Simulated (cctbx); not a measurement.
## What resolution and counting buy: Tb2Al2V7Ir3

Space group Cmcm (no. 63), a = 12.5640 Å, b = 7.4700 Å, c = 9.3540 Å, α = 90.00°, β = 90.00°, γ = 90.00°.

| atom | mult. | x | y | z | Ueq (Å²) |
| --- | --- | --- | --- | --- | --- |
| Ir1 | 4 | 0 | 0 | 1/2 | 0.0048 |
| Ir2 | 8 | 0.6744 | 0 | 1/2 | 0.0029 |
| Tb1 | 8 | 0.1666 | 0.1630 | 3/4 | 0.0017 |
| V1 | 8 | 1/2 | 0.8277 | 0.9471 | 0.0048 |
| V2 | 16 | 0.6685 | 0.6709 | 0.0690 | 0.0053 |
| V3 | 4 | 1/2 | 0.3654 | 3/4 | 0.0052 |
| Al1 | 8 | 0.3968 | 0.0561 | 3/4 | 0.0049 |

This is a model crystal, built by substitution and not relaxed, with assumed displacement parameters.

Five simulated data sets (cctbx; Ag Kα, λ = 0.56087 Å; 2 % proportional error) differ in resolution or exposure (noise floor 8 counts in the first three, 8 in the last two). Each is refined with the right model, isotropic at 1.1 Å and anisotropic otherwise. How do the figures of merit and the uncertainties move?

```
d min (Å)  top counts  ⟨I/σ⟩ (unmerged, absences included)  unique  param. (scale apart)   Rint      R1  GooF  largest s.u. xyz (fractional)  s.u. U of Al1 (Å²)  largest error (Å)
      1.1       20000                                  7.1     202                    18  0.025  0.0104  0.91                        0.00045              0.0009             0.0053
     0.84       20000                                  6.4     433                    40  0.026  0.0108  0.91                        0.00028              0.0010             0.0038
      0.6       20000                                  5.4    1156                    40  0.034  0.0143  0.96                        0.00020              0.0005             0.0021
     0.75         300                                  0.4     600                    40  0.447  0.0856  0.95                        0.00529              0.0151             0.0556
     0.75        3000                                  2.3     600                    40  0.084  0.0310  0.95                        0.00084              0.0025             0.0078
```

The number of reflections grows roughly as 1/d³: 202, 433 and 1156 here. R1 follows the noise rather than the truth: at 300 counts it is 0.0856, at 3000 counts 0.0310, while GooF is 0.95 and 0.95: the weights 1/σ² carry the noise. The s.u. of U (U11 where anisotropic) for Al1 goes 0.0009, 0.0010, 0.0005 Å² with resolution and 0.0151, 0.0025 Å² with exposure.

Hardware for the 0.6 Å refinement: 0.41 s on 1 thread of Arm Neoverse V2 (shared host), peak memory 0.09 GiB.

[Logs are printed without paths, hosts, clocks, repeated set-up lines and the standing remarks that a program may print on its own settings, such as how far it seeks lower states.]
